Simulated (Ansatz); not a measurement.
## KTaO3 (Pm-3m): refractive index against wavelength

The refractive index of KTaO3 (Pm-3m) below the direct gap (2.83 eV on the mesh) is read from one computed spectrum, n = √(Re ε).

Cell: a, b, c = 3.988, 3.988, 3.988 Å (primitive vectors), 5 atoms.

Method: Ansatz 0.2.0, PBE, independent particles, k-mesh 6×6×6 with interpolation inside its cells, Gaussian parameter 0.1 eV.

Launch of the response step: `ansatz run input.yaml --threads 2 --pin off --max-ram 5120MiB --backend cpu --events-out ev --progress --plain --runs-dir out`. The run took 26 s, on 2 threads of Arm Neoverse V2, on a shared host.

```
wavelength (nm)  photon energy E (eV)       n
           2000                 0.620  2.3487
           1550                 0.800  2.3569
           1310                 0.946  2.3654
           1064                 1.165  2.3814
            850                 1.459  2.4099
            700                 1.771  2.4521
            633                 1.959       ?
```

In the single-oscillator model n² − 1 = E₀E_d/(E₀² − E²), so 1/(n² − 1) = E₀/E_d − E²/(E₀E_d) is linear in E².

Working, on the rows shown:

| x = E² (eV²) | y = 1/(n² − 1) |
| --- | --- |
| 0.384302 | 0.221416 |
| 0.639837 | 0.21954 |
| 0.895757 | 0.217622 |
| 1.35784 | 0.214084 |
| 2.12762 | 0.208003 |
| 3.13716 | 0.19949 |

Means: x̄ = 1.4238, ȳ = 0.21336. Σ(x − x̄)(y − ȳ) = -0.04305, Σ(x − x̄)² = 5.409. Slope = -0.04305 / 5.409 = -0.007959; intercept = ȳ − slope · x̄ = 0.22469. Turned back into n, the line misses the rows shown by at most 0.0012.

Task: Predict the last column of the withheld row from the fit.

Result: At x = 3.8364 the line gives y = 0.19416, that is 2.4800. The run gave 2.4853, so the extrapolation is off by 0.0053, 4 % of the range in the table.

Refitted with all rows, the slope is -0.008155 and the intercept 0.2249. These give E₀ = √(intercept/−slope) = 5.25 eV and E_d = E₀/intercept = 23.4 eV; E₀ is 1.9 times the direct gap. The electronic limit at long wavelengths, without lattice vibrations, is n = √(1 + 1/intercept) = 2.334. Excitons are left out and so are local fields; PBE gaps are as a rule too small. Spin-orbit coupling is left out.

[Logs are printed without paths, hosts, clocks, repeated set-up lines and the standing remarks that a program may print on its own settings, such as how far it seeks lower states.]
